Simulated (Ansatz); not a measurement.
# Na3ClF2: complex band structure

Wanted: the relaxed cell of Na3ClF2, its band edges and its decay constants. It is built by putting Na for Rb, F for Br in the Rb3Br2Cl structure of space group I4/mmm, with the volume rescaled by atomic radii. The parent structure comes from the Materials Project.

Method: PBE DFT, plane waves, PAW files, in the first sound run; inputs show where later runs differ, in Ansatz 0.2.0.

Report form: the programs' logs are mostly left out.

The structure was built from a prototype and need not be the compound's stable phase.

### Step 1. Set-up

The structure is tetragonal, space group I4/mmm (No. 139). Conventional cell: a = 3.987 Å, b = 3.987 Å, c = 16.879 Å, α = 90.00°, β = 90.00°, γ = 90.00°. Na has 1 Cl at 2.76 Å and 5 F at 2.82 to 2.86 Å nearest. Nearest to Na lie 2 F at 2.82 Å and 4 Cl at 2.82 Å. Nearest to F lie 6 Na at 2.82 to 2.86 Å. Nearest to Cl lie 6 Na at 2.76 to 2.82 Å. It derives from Rb3Br2Cl. Na for Rb, F for Br in the Rb3Br2Cl structure of space group I4/mmm. Farther neighbours and most contacts between anions are not listed.

### Step 2. Relaxing the new crystal

The substituted atoms don't fit the parent's cell, so cell and atoms relax together. A small smearing keeps the run stable in case the gap closes on the way.

input.yaml reads:

```yaml
crystal:
  lattice:
    - [-1.9937251856, 1.9937251856, 8.4393735864]
    - [1.9937251856, -1.9937251856, 8.4393735864]
    - [1.9937251856, 1.9937251856, -8.4393735864]
  atoms:
    - { symbol: Na, position: [0.66363652, 0.66363652, 0.0] }
    - { symbol: Na, position: [0.0, 0.0, 0.0] }
    - { symbol: Na, position: [0.33636348, 0.33636348, 0.0] }
    - { symbol: F, position: [0.8330996, 0.8330996, 0.0] }
    - { symbol: F, position: [0.1669004, 0.1669004, 0.0] }
    - { symbol: Cl, position: [0.5, 0.5, 0.0] }
kpoints:
  mp_grid: { grid: [8, 8, 8] }
scf:
  occupations: { method: gaussian, width: 0.03 }
hamiltonian:
  xc: pbe
output:
  forces: true
  stress: true
relax:
  f_tol: 0.02
  max_steps: 60
  cell: {}
```

Command:

```
$ ansatz run input.yaml --threads 2 --pin off --max-ram 4096MiB --backend cpu --events-out ev --progress --plain --runs-dir out
```

The job ended after 39 s (2 threads of Arm Neoverse V2, shared host; peak memory 0.48 GiB).

Relaxation path:

```csv
step,energy less that of the first step (eV),largest force component (eV/Å),pressure (GPa),volume (Å³)
1,0.0000,0.5008,-4.61,134.18
2,-0.5280,0.4375,-3.34,117.58
3,-0.8165,0.1248,-0.37,104.06
4,-0.8240,0.0133,0.00,102.77
5,-0.8243,0.0054,0.01,102.70
6,-0.8245,0.0041,0.04,102.62
7,-0.8244,0.0002,0.00,102.73
8*,-0.8141,0.0004,-0.24,102.73
9,-0.8157,0.0008,0.01,101.96
10*,-0.8146,0.0008,-0.01,101.96
```

Relaxation steps marked * repeat the geometry before them on a plane-wave basis chosen anew for their cell, so energy and pressure can jump there.

The run keeps the 16 symmetry operations that it works with, so distortions that break them were not tested.

```csv
"conventional cell, symmetrised",before,after,change
a (Å),3.987,3.682,-7.7 %
b (Å),3.987,3.682,-7.7 %
c (Å),16.879,15.039,-10.9 %
volume (Å³/atom),22.36,16.99,-24.0 %
```

The atoms that moved most (Å, as changes of fractional coordinates times the final cell):

```csv
atom,dx,dy,dz,length
Na3,0.000,0.000,-0.229,0.229
Na1,0.000,0.000,0.229,0.229
F5,0.000,0.000,0.076,0.076
F4,0.000,0.000,-0.076,0.076
```

This step gave:

- free energy: -7163.8248 eV
- Fermi energy: 3.258 eV
- pressure: -0.007094 GPa

The largest force component on a free atom ends at 8.2e-4 eV/Å.

### Step 3. Band edges

The energy window and the wavevectors of the next steps follow from the band edges, so these are searched first, off the mesh as well.

input.yaml reads:

```yaml
crystal:
  lattice:
    - [-1.8411692177, 1.8411692177, 7.5195849102]
    - [1.8411692177, -1.8411692177, 7.5195849102]
    - [1.8411692177, 1.8411692177, -7.5195849102]
  atoms:
    - { symbol: Na, position: [0.6788769415, 0.6788769415, 0.0] }
    - { symbol: Na, position: [0.0, 0.0, 0.0] }
    - { symbol: Na, position: [0.3211230585, 0.3211230585, 0.0] }
    - { symbol: F, position: [0.828034894, 0.828034894, 0.0] }
    - { symbol: F, position: [0.171965106, 0.171965106, 0.0] }
    - { symbol: Cl, position: [0.5, 0.5, 0.0] }
kpoints:
  mp_grid: { grid: [8, 8, 8] }
  band_path: { path: [VBM, CBM], npoints: 30 }
scf:
  occupations: { method: fixed }
hamiltonian:
  xc: pbe
output:
  eigenvalues: true
  write_potential: true
  write_density: true
  volumetric_format: npy
```

It took 7.8 s on 2 threads; peak memory 0.41 GiB.

Numbers from this step:

```
free energy         : -7163.8243 eV
Fermi energy        : 0.6687 eV
gap on the k-mesh   : 5.179 eV
gap on path         : 5.179 eV, by band count; negative where bands overlap
direct gap on path  : 5.179 eV
edge places on path : 0, 0 1/A along the path
```

Levels at VBM (eV): -1.45, -1.05, -0.56, -0.56, -0.44, -0.44, -0.18, 0.00, 0.00, 5.18.

The searched edges give 5.18 eV, as on the mesh.

### Step 4. Decaying states in the gap

This step: PBE DFT, plane waves, PAW files; complex bands by layer matching along the plane's normal (Ansatz 0.2.0).

The same crystal is laid in a cell whose first two vectors span the (001) plane (indices of the standard conventional cell, whose axes can be ordered otherwise than in the bulk input). At fixed energy and wavevector in the plane the solver finds all kz, real and complex. A few wavevectors are listed, (0, 0) and (0.5, 0) in units of the plane's reciprocal vectors; the slowest state needn't be among them.

input.yaml reads:

```yaml
crystal:
  lattice:
    - [3.682338435, 0.0, 0.0]
    - [0.0, 3.682338435, 0.0]
    - [1.841169218, 1.841169218, 7.51958491]
  atoms:
    - { symbol: Na, position: [0.3211230585, 0.3211230585, 0.357753883] }
    - { symbol: Na, position: [0.0, 0.0, 0.0] }
    - { symbol: Na, position: [0.6788769415, 0.6788769415, 0.642246117] }
    - { symbol: F, position: [0.171965106, 0.171965106, 0.656069788] }
    - { symbol: F, position: [0.828034894, 0.828034894, 0.343930212] }
    - { symbol: Cl, position: [0.5, 0.5, 0.0] }
kpoints:
  mp_grid: { grid: [6, 6, 6] }
scf:
  occupations: { method: fixed }
hamiltonian:
  xc: pbe
output:
  eigenvalues: true
  transmission:
    leads: [[0, 0]]
    kpoints: [[0.0, 0.0], [0.5, 0.0]]
    e_range: [-1.0, 6.18]
    de: 0.18
```

Elapsed: 9.8 s, on 2 threads; peak memory 0.38 GiB; 13 s of CPU time.

Numbers from this step:

```yaml
free_energy: -7163.8244 eV
fermi_energy: 0.6688 eV
level_to_which_the_leads_are_filled: 2.589 eV from the Fermi level
decay_constant_at_the_filling_level_zone_centre: 0.4534 Å⁻¹
decay_constant_at_the_filling_level_slowest_listed_point: 0.4534 Å⁻¹
```

K parallel (0, 0); values up to 1.5 1/Å, a degenerate pair printed once or twice; energies at which all values exceed this have no row. The Im kz of the slowest decaying states by energy, zero at the highest filled level on the SCF mesh:

```csv
energy (eV),decay 1 (Å⁻¹),decay 2 (Å⁻¹),decay 3 (Å⁻¹),decay 4 (Å⁻¹)
-1.00,0.701,0.749,-,-
-0.46,0.106,0.816,-,-
0.08,0.242,0.373,0.867,-
0.44,0.341,0.685,0.888,-
0.98,0.415,0.869,0.908,-
1.52,0.449,0.920,0.971,-
2.06,0.460,0.925,1.04,1.49
2.60,0.453,0.925,1.08,1.44
2.96,0.440,0.923,1.10,1.40
3.50,0.406,0.916,1.13,1.35
4.04,0.351,0.906,1.14,1.29
4.58,0.267,0.892,1.16,1.24
4.94,0.173,0.881,1.16,1.20
5.48,0.860,1.13,1.17,1.46
6.02,0.836,1.06,1.17,1.44
```

K parallel (0.5, 0); values up to 1.5 1/Å, a degenerate pair printed once or twice; energies at which all values exceed this have no row. The Im kz of the slowest decaying states by energy, zero at the highest filled level on the SCF mesh:

```csv
energy (eV),decay 1 (Å⁻¹),decay 2 (Å⁻¹),decay 3 (Å⁻¹)
-1.00,0.155,1.49,-
-0.82,0.146,1.46,-
-0.46,0.0432,0.971,1.41
-0.28,0.225,1.31,1.38
-0.10,0.412,1.26,1.35
0.08,0.530,1.31,1.38
0.26,0.624,1.27,1.45
0.44,0.706,1.24,1.49
0.62,0.782,1.19,-
0.98,0.909,1.11,-
1.16,0.939,1.10,-
1.34,0.944,1.10,-
1.70,0.929,1.14,-
1.88,0.921,1.15,-
2.06,0.913,1.16,-
2.42,0.900,1.18,-
2.60,0.894,1.18,-
2.96,0.880,1.19,-
3.14,0.873,1.19,-
3.32,0.866,1.19,-
3.68,0.848,1.20,-
3.86,0.839,1.20,-
4.04,0.828,1.20,-
4.40,0.805,1.20,-
4.58,0.792,1.20,-
4.76,0.778,1.21,-
5.12,0.747,1.21,-
5.30,0.730,1.21,-
5.48,0.712,1.22,-
5.84,0.671,1.23,-
6.02,0.649,1.24,-
```

At the listed wavevectors the last open channel is at -0.28 eV and the next at +5.30 eV on the grid, wider than the gap, since narrow bands can fall between grid energies. At +2.60 eV, the grid energy nearest the filling level (the middle of the gap on the SCF mesh), the slowest state at the listed wavevectors decays with κ = 0.453 Å⁻¹, its amplitude falling by e over 2.2 Å. Through 1 nm of this crystal that state's transmission falls by exp(−2 × 0.453 Å⁻¹ × 10 Å) = 1.2e-4.

### Step 5. Decay over the two-dimensional zone

The listed points could miss the slowest state, so one energy near mid-gap is solved on a mesh of 8×8.

input.yaml: that of step 4 with these lines changed.

```diff
@@ -20,6 +20,2 @@
   eigenvalues: true
-  transmission:
-    leads: [[0, 0]]
-    kpoints: [[0.0, 0.0], [0.5, 0.0]]
-    e_range: [-1.0, 6.18]
-    de: 0.18
+  transmission: { leads: [[0, 0]], kmesh: [8, 8], e_range: [2.59, 2.6], de: 0.05 }
```

The job ended after 6.3 s (2 threads; peak memory 0.43 GiB).

This step gave:

```
least decay constant on the mesh : 0.4537 Å⁻¹
```

Slowest decay constant (1/Å; 0 where a channel is open) over k1 and k2. At 2.5900 eV from the Fermi level.

Ten even steps from '0' (0.454) to '9' (0.894):
```
87889887
98655568
98521258
99510159
98521258
98655568
87889887
68999998
```
Columns: k1 (b1) from -0.5 to 0.375; rows upwards: k2 (b2) from -0.5 to 0.375.

The least value on the mesh is 0.454 Å⁻¹ at +2.59 eV. At that energy the listed points give about 0.454 Å⁻¹ by interpolation, so the mesh holds no clearly slower state.

### Step 6. Band edges at another level, cutoff 500 eV

This step: r2SCAN DFT, plane waves, PAW files (Ansatz 0.2.0).

The edges again with r2SCAN, at the same atoms. Against that run the cutoff is 500 eV against 420.

input.yaml reads:

```yaml
crystal:
  lattice:
    - [-1.8411692177, 1.8411692177, 7.5195849102]
    - [1.8411692177, -1.8411692177, 7.5195849102]
    - [1.8411692177, 1.8411692177, -7.5195849102]
  atoms:
    - { symbol: Na, position: [0.6788769415, 0.6788769415, 0.0] }
    - { symbol: Na, position: [0.0, 0.0, 0.0] }
    - { symbol: Na, position: [0.3211230585, 0.3211230585, 0.0] }
    - { symbol: F, position: [0.828034894, 0.828034894, 0.0] }
    - { symbol: F, position: [0.171965106, 0.171965106, 0.0] }
    - { symbol: Cl, position: [0.5, 0.5, 0.0] }
kpoints:
  mp_grid: { grid: [8, 8, 8] }
  band_path: { path: [VBM, CBM], npoints: 30 }
scf:
  occupations: { method: fixed }
hamiltonian:
  xc: r2scan
output:
  eigenvalues: true
```

It took 17 s on 2 threads; peak memory 0.58 GiB; 33 s of CPU time.

This step gave:

```
free energy        : -7178.3082 eV
Fermi energy       : 0.1903 eV
gap on the k-mesh  : 5.894 eV
gap on path        : 5.894 eV, by band count; negative where bands overlap
direct gap on path : 5.894 eV
```

Levels at VBM (eV): -1.47, -1.11, -0.64, -0.64, -0.51, -0.51, -0.24, 0.00, 0.00, 5.89.

The searched edges give 5.89 eV, as on the mesh.

For the gap on path, step 3 gave 5.18 eV; this run, with r2SCAN and cutoff 500 eV, gives 5.89 eV.

### Step 7. Complex bands at another level, cutoff 500 eV

This step: r2SCAN DFT, plane waves, PAW files; complex bands by layer matching along the plane's normal (Ansatz 0.2.0).

The complex bands at that level, over its own gap, at (0, 0) and (0.5, 0).

input.yaml reads:

```yaml
crystal:
  lattice:
    - [3.682338435, 0.0, 0.0]
    - [0.0, 3.682338435, 0.0]
    - [1.841169218, 1.841169218, 7.51958491]
  atoms:
    - { symbol: Na, position: [0.3211230585, 0.3211230585, 0.357753883] }
    - { symbol: Na, position: [0.0, 0.0, 0.0] }
    - { symbol: Na, position: [0.6788769415, 0.6788769415, 0.642246117] }
    - { symbol: F, position: [0.171965106, 0.171965106, 0.656069788] }
    - { symbol: F, position: [0.828034894, 0.828034894, 0.343930212] }
    - { symbol: Cl, position: [0.5, 0.5, 0.0] }
kpoints:
  mp_grid: { grid: [6, 6, 6] }
scf:
  occupations: { method: fixed }
hamiltonian:
  xc: r2scan
output:
  eigenvalues: true
  transmission:
    leads: [[0, 0]]
    kpoints: [[0.0, 0.0], [0.5, 0.0]]
    e_range: [-1.0, 6.89]
    de: 0.2
```

It took 13 s on 2 threads; peak memory 0.61 GiB; 26 s of CPU time.

This step gave:

```yaml
free_energy: -7178.3081 eV
level_to_which_the_leads_are_filled: 2.947 eV from the Fermi level
decay_constant_at_the_filling_level_zone_centre: 0.4874 Å⁻¹
decay_constant_at_the_filling_level_slowest_listed_point: 0.4874 Å⁻¹
```

K parallel (0, 0); values up to 1.5 1/Å, a degenerate pair printed once or twice; energies at which all values exceed this have no row. The Im kz of the slowest decaying states by energy, zero at the highest filled level on the SCF mesh:

```csv
energy (eV),decay 1 (Å⁻¹),decay 2 (Å⁻¹),decay 3 (Å⁻¹),decay 4 (Å⁻¹)
-1.00,0.692,0.756,-,-
-0.40,0.233,0.859,-,-
0.00,0.0224,0.240,0.894,-
0.20,0.309,0.547,0.906,-
0.60,0.393,0.770,0.926,-
1.20,0.459,0.927,0.945,-
1.80,0.489,0.955,1.02,-
2.40,0.497,0.959,1.07,1.49
3.00,0.487,0.958,1.11,1.44
3.40,0.472,0.955,1.13,1.40
4.00,0.435,0.946,1.15,1.34
4.60,0.378,0.934,1.16,1.28
5.20,0.289,0.918,1.17,1.22
5.60,0.194,0.905,1.17,1.17
6.20,0.883,1.10,1.17,1.47
6.80,0.0169,0.856,1.03,1.17
```

K parallel (0.5, 0); values up to 1.5 1/Å, a degenerate pair printed once or twice; energies at which all values exceed this have no row. Im kz of the slowest decaying states against energy, zero at the highest filled level on the SCF mesh:

```csv
energy (eV),decay 1 (Å⁻¹),decay 2 (Å⁻¹),decay 3 (Å⁻¹)
-1.00,0.162,-,-
-0.80,0.0852,1.47,1.49
-0.60,1.33,1.46,-
-0.40,1.39,1.42,-
-0.20,0.386,1.38,1.39
0.00,0.526,1.33,1.35
0.20,0.633,1.31,1.45
0.40,0.725,1.27,-
0.60,0.811,1.22,-
0.80,0.889,1.17,-
1.20,0.967,1.13,-
1.40,0.963,1.15,-
1.60,0.953,1.17,-
1.80,0.944,1.18,-
2.00,0.936,1.20,-
2.20,0.930,1.20,-
2.40,0.924,1.21,-
2.60,0.919,1.22,-
2.80,0.914,1.22,-
3.00,0.908,1.22,-
3.20,0.902,1.23,-
3.40,0.895,1.23,-
3.60,0.888,1.23,-
3.80,0.880,1.23,-
4.00,0.871,1.23,-
4.20,0.861,1.23,-
4.40,0.851,1.23,-
4.60,0.839,1.23,-
5.00,0.814,1.23,-
5.20,0.799,1.23,-
5.40,0.784,1.24,-
5.60,0.767,1.24,-
5.80,0.749,1.24,-
6.00,0.730,1.25,-
6.20,0.709,1.26,-
6.40,0.687,1.27,-
6.60,0.663,1.28,-
6.80,0.637,1.29,-
```

At the listed wavevectors the last open channel is at -0.40 eV and the next at +6.00 eV on the grid, wider than the gap, since narrow bands can fall between grid energies. At +3.00 eV, the grid energy nearest the filling level (the middle of the gap on the SCF mesh), the slowest state at the listed wavevectors decays with κ = 0.487 Å⁻¹, its amplitude falling by e over 2.1 Å; the first such run, plane (001), gave 0.453 Å⁻¹.

### Step 8. What came out

| Property | Result |
| --- | --- |
| band gap | 5.18 eV |
| least decay constant at mid-gap, normal to (001) | 0.453 Å⁻¹ |
| least decay constant on a mesh, normal to (001) | 0.454 Å⁻¹ |
| least decay constant, r2SCAN | 0.487 Å⁻¹ |

**Reading.** With PBE, the slowest decay at the wavevectors tried is κ = 0.453 Å⁻¹, normal to (001). Through such a film the transmission near mid-gap falls as exp(−2κd), a factor of ten every 2.5 Å. A free electron under a barrier of half the gap would need a mass of 0.30 mₑ to decay at this rate. With r2SCAN the gap goes from 5.18 to 5.89 eV and the decay constant, over the first 2 listed wavevectors, from 0.453 to 0.487 Å⁻¹. The compound is made up by substitution; its stability against other phases and against distortions of the cell's symmetry was not tested. A semilocal functional narrows gaps, so real decay constants are likely larger.

[Logs are printed without paths, hosts, clocks, repeated set-up lines and the standing remarks that a program may print on its own settings, such as how far it seeks lower states.]

[Hosts, paths, dates, database ids (printed as entryN), source tags and the programs' standing remarks are cut or masked in the printed files.]
